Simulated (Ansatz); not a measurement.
## Converging the field response of a LiF (001) film

Which settings does the induced dipole of a LiF (001) film need, and which can be cut?

Calculated with Ansatz 0.2.0; plane-wave DFT, PBE, Ansatz PAW, in the first sound run; inputs show where later runs differ.

This is a report of a sequence of runs, with the program logs left out and the cost of each run kept.

### 1. Starting point

The cell holds 10 atoms: 5 Li and 5 F. Cell: a = 2.850 Å, b = 2.850 Å, c = 26.060 Å, α = 90.0°, β = 90.0°, γ = 90.0°. It derives from LiF (rocksalt LiF). Vacuum lies along c.

### 2. Run, setting first choice

The first choice: the default cutoff of 420 eV, a 10×10×1 mesh, 18 Å of vacuum, 0.1 V/Å and a tight threshold. Each later run changes one input against this one; other functionals and files bring their own cutoffs.

File input.yaml:

```yaml
crystal:
  lattice:
    - [2.84964033, 0.0, 0.0]
    - [0.0, 2.84964033, 0.0]
    - [0.0, 0.0, 26.06]
  atoms:
    - { symbol: Li, position: [0.5, 0.5, 0.3453568688] }
    - { symbol: F, position: [0.0, 0.0, 0.3453568688] }
    - { symbol: Li, position: [0.0, 0.0, 0.4226784344] }
    - { symbol: F, position: [0.5, 0.5, 0.4226784344] }
    - { symbol: Li, position: [0.5, 0.5, 0.5] }
    - { symbol: F, position: [0.0, 0.0, 0.5] }
    - { symbol: Li, position: [0.0, 0.0, 0.5773215656] }
    - { symbol: F, position: [0.5, 0.5, 0.5773215656] }
    - { symbol: Li, position: [0.5, 0.5, 0.6546431312] }
    - { symbol: F, position: [0.0, 0.0, 0.6546431312] }
kpoints:
  mp_grid: { grid: [10, 10, 1] }
hamiltonian:
  xc: pbe
scf:
  occupations: { method: fixed }
  convergence: { dr2_threshold: 1.0e-10 }
efield:
  axis: 3
  dipole_correction: true
  ramp_position: 0.97
  ramp_width: 0.06
  amplitude: 0.1
output:
  write_potential: true
  write_density: true
  volumetric_format: npy
```

Started as:

```bash
ansatz run input.yaml --threads 2 --pin off --max-ram 3072MiB --backend cpu --events-out ev --progress --plain --runs-dir out
```

The job ended after 9.7 s (2 threads of Intel Xeon Platinum 8259CL at 2.50GHz (Skylake/Cascade Lake), shared host; peak memory 0.48 GiB).

This step gave:

```yaml
gap_on_the_k_mesh: 5.968 eV
dipole_along_the_normal: 0.02499 e·Å
equivalent_conductor_thickness_p_eps_0ae: 5.568 Å
```

Running mean over 2.015 Å of the planar mean, with the applied field; the ramp of the sawtooth is left out. The electron's electrostatic potential energy less the highest filled level by z:

| z (Å) | electron's electrostatic potential energy less the highest filled level (eV) |
| --- | --- |
| 3.5 | 6.45 |
| 4.0 | 6.50 |
| 4.5 | 6.55 |
| 5.0 | 6.60 |
| 5.5 | 6.65 |
| 6.0 | 6.69 |
| 6.5 | 6.72 |
| 7.0 | 6.67 |
| 7.5 | 6.10 |
| 8.0 | 3.49 |
| 8.5 | 0.955 |
| 9.0 | 0.462 |
| 9.5 | 0.465 |
| 10.0 | 0.513 |
| 10.5 | 0.552 |
| 11.0 | 0.578 |
| 11.5 | 0.599 |
| 12.0 | 0.621 |
| 12.5 | 0.644 |
| 13.0 | 0.668 |
| 13.5 | 0.693 |
| 14.0 | 0.718 |
| 14.5 | 0.744 |
| 15.0 | 0.772 |
| 15.5 | 0.795 |
| 16.0 | 0.805 |
| 16.5 | 0.805 |
| 17.0 | 0.835 |
| 17.5 | 1.23 |
| 18.0 | 3.59 |
| 18.5 | 6.46 |
| 19.0 | 7.30 |
| 19.5 | 7.46 |
| 20.0 | 7.54 |
| 20.5 | 7.59 |
| 21.0 | 7.64 |
| 21.5 | 7.69 |
| 22.0 | 7.74 |
| 22.5 | 7.79 |
| 23.0 | 7.84 |

The dipole corresponds to a conductor 5.568 Å thick.

### 3. Run, box 26.1 Å

input.yaml, as its differences from that of step 2:

```diff
@@ -29,2 +29,4 @@
   amplitude: 0.1
+basis:
+  ecutwfc: "250 eV"
 output:
```

Run time: 5.3 s. Hardware: 2 threads; peak memory 0.39 GiB; 10 s of CPU time.

The dipole corresponds to a conductor 5.549 Å thick, -0.35 % from the first choice, at 0.54 times its CPU time.

### 4. Single point, box 26.1 Å

input.yaml, as its differences from that of step 3:

```diff
@@ -30,3 +30,3 @@
 basis:
-  ecutwfc: "250 eV"
+  ecutwfc: "330 eV"
 output:
```

The job ended after 7.9 s (2 threads; peak memory 0.44 GiB; 15 s of CPU time).

The dipole corresponds to a conductor 5.560 Å thick, -0.14 % from the first choice, at 0.81 times its CPU time.

### 5. Single point, box 26.1 Å (run 2)

input.yaml, as its differences from that of step 4:

```diff
@@ -30,3 +30,3 @@
 basis:
-  ecutwfc: "330 eV"
+  ecutwfc: "600 eV"
 output:
```

Wall time 15 s (2 threads); peak memory 0.66 GiB; 30 s of CPU time.

The dipole corresponds to a conductor 5.570 Å thick, +0.04 % from the first choice, at 1.6 times its CPU time.

### 6. Single point, box 26.1 Å (run 3)

input.yaml, as its differences from that of step 5:

```diff
@@ -17,3 +17,3 @@
 kpoints:
-  mp_grid: { grid: [10, 10, 1] }
+  mp_grid: { grid: [1, 1, 1] }
 hamiltonian:
@@ -29,4 +29,2 @@
   amplitude: 0.1
-basis:
-  ecutwfc: "600 eV"
 output:
```

It took 1 s on 2 threads; peak memory 0.34 GiB.

The dipole corresponds to a conductor 6.298 Å thick, +13.11 % from the first choice, at 0.086 times its CPU time.

### 7. Run, box 26.1 Å (run 2)

input.yaml, as its differences from that of step 6:

```diff
@@ -17,3 +17,3 @@
 kpoints:
-  mp_grid: { grid: [1, 1, 1] }
+  mp_grid: { grid: [2, 2, 1] }
 hamiltonian:
```

Elapsed: 1.9 s, on 2 threads; peak memory 0.43 GiB; 3.4 s of CPU time.

The dipole corresponds to a conductor 5.631 Å thick, +1.14 % from the first choice, at 0.18 times its CPU time.

### 8. Run, box 26.1 Å (run 3)

input.yaml, as its differences from that of step 7:

```diff
@@ -17,3 +17,3 @@
 kpoints:
-  mp_grid: { grid: [2, 2, 1] }
+  mp_grid: { grid: [5, 5, 1] }
 hamiltonian:
```

Run time: 3.6 s. Hardware: 2 threads; peak memory 0.42 GiB.

The dipole corresponds to a conductor 5.568 Å thick, -0.00 % from the first choice, at 0.35 times its CPU time.

### 9. Single point, box 26.1 Å (run 4)

input.yaml, as its differences from that of step 8:

```diff
@@ -17,3 +17,3 @@
 kpoints:
-  mp_grid: { grid: [5, 5, 1] }
+  mp_grid: { grid: [20, 20, 1] }
 hamiltonian:
```

Run time: 30 s. Hardware: 2 threads; peak memory 0.78 GiB; 59 s of CPU time.

The dipole corresponds to a conductor 5.568 Å thick, -0.00 % from the first choice, at 3.1 times its CPU time.

### 10. Run, box 18.1 Å

The cell differs from the one that the last finished run ended in (c 26.060 → 18.060 Å).

input.yaml, the sections that differ from step 9:

```yaml
crystal:
  lattice:
    - [2.84964033, 0.0, 0.0]
    - [0.0, 2.84964033, 0.0]
    - [0.0, 0.0, 18.06]
  atoms:
    - { symbol: Li, position: [0.5, 0.5, 0.276854928] }
    - { symbol: F, position: [0.0, 0.0, 0.276854928] }
    - { symbol: Li, position: [0.0, 0.0, 0.388427464] }
    - { symbol: F, position: [0.5, 0.5, 0.388427464] }
    - { symbol: Li, position: [0.5, 0.5, 0.5] }
    - { symbol: F, position: [0.0, 0.0, 0.5] }
    - { symbol: Li, position: [0.0, 0.0, 0.611572536] }
    - { symbol: F, position: [0.5, 0.5, 0.611572536] }
    - { symbol: Li, position: [0.5, 0.5, 0.723145072] }
    - { symbol: F, position: [0.0, 0.0, 0.723145072] }
kpoints:
  mp_grid: { grid: [10, 10, 1] }
# hamiltonian, scf, efield, output: as in step 9
```

Elapsed: 7.2 s, on 2 threads; peak memory 0.45 GiB.

The dipole corresponds to a conductor 5.569 Å thick, +0.02 % from the first choice, at 0.75 times its CPU time.

### 11. Single point, box 22.1 Å

The cell differs from the one that the last finished run ended in (c 18.060 → 22.060 Å).

input.yaml, the sections that differ from step 10:

```yaml
crystal:
  lattice:
    - [2.84964033, 0.0, 0.0]
    - [0.0, 2.84964033, 0.0]
    - [0.0, 0.0, 22.06]
  atoms:
    - { symbol: Li, position: [0.5, 0.5, 0.3173164098] }
    - { symbol: F, position: [0.0, 0.0, 0.3173164098] }
    - { symbol: Li, position: [0.0, 0.0, 0.4086582049] }
    - { symbol: F, position: [0.5, 0.5, 0.4086582049] }
    - { symbol: Li, position: [0.5, 0.5, 0.5] }
    - { symbol: F, position: [0.0, 0.0, 0.5] }
    - { symbol: Li, position: [0.0, 0.0, 0.5913417951] }
    - { symbol: F, position: [0.5, 0.5, 0.5913417951] }
    - { symbol: Li, position: [0.5, 0.5, 0.6826835902] }
    - { symbol: F, position: [0.0, 0.0, 0.6826835902] }
# kpoints, hamiltonian, scf, efield, output: as in step 10
```

The job ended after 9.1 s (2 threads; peak memory 0.48 GiB).

The dipole corresponds to a conductor 5.569 Å thick, +0.02 % from the first choice, at 0.94 times its CPU time.

### 12. Single point, box 34.1 Å

The cell differs from the one that the last finished run ended in (c 22.060 → 34.060 Å).

input.yaml, the sections that differ from step 11:

```yaml
crystal:
  lattice:
    - [2.84964033, 0.0, 0.0]
    - [0.0, 2.84964033, 0.0]
    - [0.0, 0.0, 34.06]
  atoms:
    - { symbol: Li, position: [0.5, 0.5, 0.3816793893] }
    - { symbol: F, position: [0.0, 0.0, 0.3816793893] }
    - { symbol: Li, position: [0.0, 0.0, 0.4408396947] }
    - { symbol: F, position: [0.5, 0.5, 0.4408396947] }
    - { symbol: Li, position: [0.5, 0.5, 0.5] }
    - { symbol: F, position: [0.0, 0.0, 0.5] }
    - { symbol: Li, position: [0.0, 0.0, 0.5591603053] }
    - { symbol: F, position: [0.5, 0.5, 0.5591603053] }
    - { symbol: Li, position: [0.5, 0.5, 0.6183206107] }
    - { symbol: F, position: [0.0, 0.0, 0.6183206107] }
# kpoints, hamiltonian, scf, efield, output: as in step 11
```

Elapsed: 14 s, on 2 threads; peak memory 0.57 GiB; 28 s of CPU time.

The dipole corresponds to a conductor 5.568 Å thick, -0.00 % from the first choice, at 1.5 times its CPU time.

### 13. Single point, box 26.1 Å (run 5)

input.yaml, the sections that differ from step 12:

```yaml
crystal:
  lattice:
    - [2.84964033, 0.0, 0.0]
    - [0.0, 2.84964033, 0.0]
    - [0.0, 0.0, 26.06]
  atoms:
    - { symbol: Li, position: [0.5, 0.5, 0.3453568688] }
    - { symbol: F, position: [0.0, 0.0, 0.3453568688] }
    - { symbol: Li, position: [0.0, 0.0, 0.4226784344] }
    - { symbol: F, position: [0.5, 0.5, 0.4226784344] }
    - { symbol: Li, position: [0.5, 0.5, 0.5] }
    - { symbol: F, position: [0.0, 0.0, 0.5] }
    - { symbol: Li, position: [0.0, 0.0, 0.5773215656] }
    - { symbol: F, position: [0.5, 0.5, 0.5773215656] }
    - { symbol: Li, position: [0.5, 0.5, 0.6546431312] }
    - { symbol: F, position: [0.0, 0.0, 0.6546431312] }
efield:
  axis: 3
  dipole_correction: true
  ramp_position: 0.97
  ramp_width: 0.06
  amplitude: 0.005
# kpoints, hamiltonian, scf, output: as in step 12
```

Elapsed: 10 s, on 2 threads; peak memory 0.52 GiB; 20 s of CPU time.

The dipole corresponds to a conductor 5.568 Å thick, -0.00 % from the first choice, at 1.1 times its CPU time.

### 14. Single point, box 26.1 Å (run 6)

input.yaml, as its differences from that of step 13:

```diff
@@ -28,3 +28,3 @@
   ramp_width: 0.06
-  amplitude: 0.005
+  amplitude: 0.03
 output:
```

It took 10 s on 2 threads; peak memory 0.51 GiB.

The dipole corresponds to a conductor 5.568 Å thick, -0.00 % from the first choice, at 1.0 times its CPU time.

### 15. Single point, box 26.1 Å (run 7)

input.yaml, as its differences from that of step 14:

```diff
@@ -28,3 +28,3 @@
   ramp_width: 0.06
-  amplitude: 0.03
+  amplitude: 0.3
 output:
```

It took 11 s on 2 threads; peak memory 0.51 GiB; 21 s of CPU time.

The dipole corresponds to a conductor 5.570 Å thick, +0.03 % from the first choice, at 1.1 times its CPU time.

### 16. Run, box 26.1 Å (run 4)

input.yaml, as its differences from that of step 15:

```diff
@@ -22,3 +22,3 @@
   occupations: { method: fixed }
-  convergence: { dr2_threshold: 1.0e-10 }
+  convergence: { dr2_threshold: 0.0001 }
 efield:
@@ -28,3 +28,3 @@
   ramp_width: 0.06
-  amplitude: 0.3
+  amplitude: 0.1
 output:
```

The job ended after 11 s (2 threads; peak memory 0.5 GiB).

The dipole corresponds to a conductor 5.588 Å thick, +0.36 % from the first choice, at 1.1 times its CPU time.

### 17. Single point, box 26.1 Å (run 8)

input.yaml, as its differences from that of step 16:

```diff
@@ -22,3 +22,3 @@
   occupations: { method: fixed }
-  convergence: { dr2_threshold: 0.0001 }
+  convergence: { dr2_threshold: 1.0e-06 }
 efield:
```

The job ended after 10 s (2 threads; peak memory 0.51 GiB).

The dipole corresponds to a conductor 5.567 Å thick, -0.01 % from the first choice, at 1.0 times its CPU time.

### 18. Single point, box 26.1 Å (run 9)

input.yaml, as its differences from that of step 17:

```diff
@@ -22,3 +22,3 @@
   occupations: { method: fixed }
-  convergence: { dr2_threshold: 1.0e-06 }
+  convergence: { dr2_threshold: 1.0e-08 }
 efield:
```

Run time: 11 s. Hardware: 2 threads; peak memory 0.51 GiB; 21 s of CPU time.

The dipole corresponds to a conductor 5.568 Å thick, +0.00 % from the first choice, at 1.1 times its CPU time.

### 19. Single point, box 26.1 Å (run 10)

This step: plane-wave DFT, LDA, Ansatz PAW (Ansatz 0.2.0).

input.yaml, as its differences from that of step 18:

```diff
@@ -19,6 +19,6 @@
 hamiltonian:
-  xc: pbe
+  xc: lda
 scf:
   occupations: { method: fixed }
-  convergence: { dr2_threshold: 1.0e-08 }
+  convergence: { dr2_threshold: 1.0e-10 }
 efield:
```

It took 9.9 s on 2 threads; peak memory 0.5 GiB.

The dipole corresponds to a conductor 5.630 Å thick, +1.12 % from the first choice, at 1.0 times its CPU time.

### 20. Run, box 26.1 Å (run 5)

This step: plane-wave DFT, r2SCAN, Ansatz PAW (Ansatz 0.2.0).

input.yaml, as its differences from that of step 19:

```diff
@@ -19,3 +19,3 @@
 hamiltonian:
-  xc: lda
+  xc: r2scan
 scf:
```

Wall time 20 s (2 threads); peak memory 0.89 GiB.

The dipole corresponds to a conductor 5.356 Å thick, -3.81 % from the first choice, at 2.1 times its CPU time.

### 21. Run, box 26.1 Å (run 6)

This step: plane-wave DFT, PBE, norm-conserving (Ansatz 0.2.0).

input.yaml, as its differences from that of step 20:

```diff
@@ -19,3 +19,4 @@
 hamiltonian:
-  xc: r2scan
+  xc: pbe
+  pseudopotentials: { kind: nc }
 scf:
```

The job ended after 47 s (2 threads; peak memory 1.3 GiB).

The dipole corresponds to a conductor 5.564 Å thick, -0.07 % from the first choice, at 5.0 times its CPU time.

### 22. Run, box 26.1 Å (run 7)

This step: plane-wave DFT, PBE, JTH PAW (Ansatz 0.2.0).

input.yaml, as its differences from that of step 21:

```diff
@@ -20,3 +20,3 @@
   xc: pbe
-  pseudopotentials: { kind: nc }
+  pseudopotentials: { kind: paw, source: jth }
 scf:
```

The job ended after 63 s (2 threads; peak memory 1.8 GiB).

The dipole corresponds to a conductor 5.558 Å thick, -0.18 % from the first choice, at 6.6 times its CPU time.

### 23. The series together

Times are for 2 threads of Intel Xeon Platinum 8259CL at 2.50GHz (Skylake/Cascade Lake), shared host. The series side by side:

| no. | setting | equivalent conductor thickness p/(ε₀AE) (Å) | time | memory (GiB) |
| --- | --- | --- | --- | --- |
| 1 | first choice | 5.568 | 9.7 s | 0.48 |
| 2 | cutoff 250 eV | 5.549 | 5.3 s | 0.39 |
| 3 | cutoff 330 eV | 5.560 | 7.9 s | 0.44 |
| 4 | cutoff 600 eV | 5.570 | 15 s | 0.66 |
| 5 | mesh 1x1 | 6.298 | 1 s | 0.34 |
| 6 | mesh 2x2 | 5.631 | 1.9 s | 0.43 |
| 7 | mesh 5x5 | 5.568 | 3.6 s | 0.42 |
| 8 | mesh 20x20 | 5.568 | 30 s | 0.78 |
| 9 | vacuum 10 Å | 5.569 | 7.2 s | 0.45 |
| 10 | vacuum 14 Å | 5.569 | 9.1 s | 0.48 |
| 11 | vacuum 26 Å | 5.568 | 14 s | 0.57 |
| 12 | field 0.005 V/Å | 5.568 | 10 s | 0.52 |
| 13 | field 0.03 V/Å | 5.568 | 10 s | 0.51 |
| 14 | field 0.3 V/Å | 5.570 | 11 s | 0.51 |
| 15 | SCF threshold 1e-04 eV | 5.588 | 11 s | 0.50 |
| 16 | SCF threshold 1e-06 eV | 5.567 | 10 s | 0.51 |
| 17 | SCF threshold 1e-08 eV | 5.568 | 11 s | 0.51 |
| 18 | LDA, Ansatz PAW (420 eV) | 5.630 | 9.9 s | 0.50 |
| 19 | r2SCAN, Ansatz PAW (500 eV) | 5.356 | 20 s | 0.89 |
| 20 | PBE, norm-conserving (1320 eV) | 5.564 | 47 s | 1.3 |
| 21 | PBE, JTH PAW (1500 eV) | 5.558 | 63 s | 1.8 |

### 24. Summary of results

```
equivalent conductor thickness, first choice                : 5.568 Å
equivalent conductor thickness, cutoff 600 eV               : 5.570 Å
equivalent conductor thickness, mesh 1x1                    : 6.298 Å
equivalent conductor thickness, mesh 2x2                    : 5.631 Å
equivalent conductor thickness, vacuum 26 Å                 : 5.568 Å
equivalent conductor thickness, LDA, Ansatz PAW (420 eV)    : 5.630 Å
equivalent conductor thickness, r2SCAN, Ansatz PAW (500 eV) : 5.356 Å
```

**Reading.** The first choice gives 5.57 Å. Numerical settings off by more than 1 % against it: mesh 1x1 (+13.1 %) and mesh 2x2 (+1.1 %). The cheapest single change that stays within 0.5 % is mesh 5x5, at 35 % of the CPU time. Functionals and files move it by +1.1 % (LDA, Ansatz PAW (420 eV)), -3.8 % (r2SCAN, Ansatz PAW (500 eV)), -0.1 % (PBE, norm-conserving (1320 eV)) and -0.2 % (PBE, JTH PAW (1500 eV)). The film is symmetric and its atoms are held, so the dipole is the electronic response to the field alone. Times of a few seconds on a shared host rank the settings only roughly. In 2 runs of the series (cutoff 250 eV and vacuum 10 Å) the program warns that electrons reach the sawtooth's ramp, which makes dipole and work function less sure.

[Long decimals in the printed logs are rounded to 6 places.]

[Logs are printed without paths, hosts, clocks, repeated set-up lines and the standing remarks that a program may print on its own settings, such as how far it seeks lower states.]

[Hosts, paths, dates, database ids (printed as entryN), source tags and the programs' standing remarks are cut or masked in the printed files.]

[Maps of the electrostatic potential energy from Ansatz leave out the sawtooth potential of an applied field or a dipole correction, so their vacuum need not be flat; planar profiles and work functions include it.]
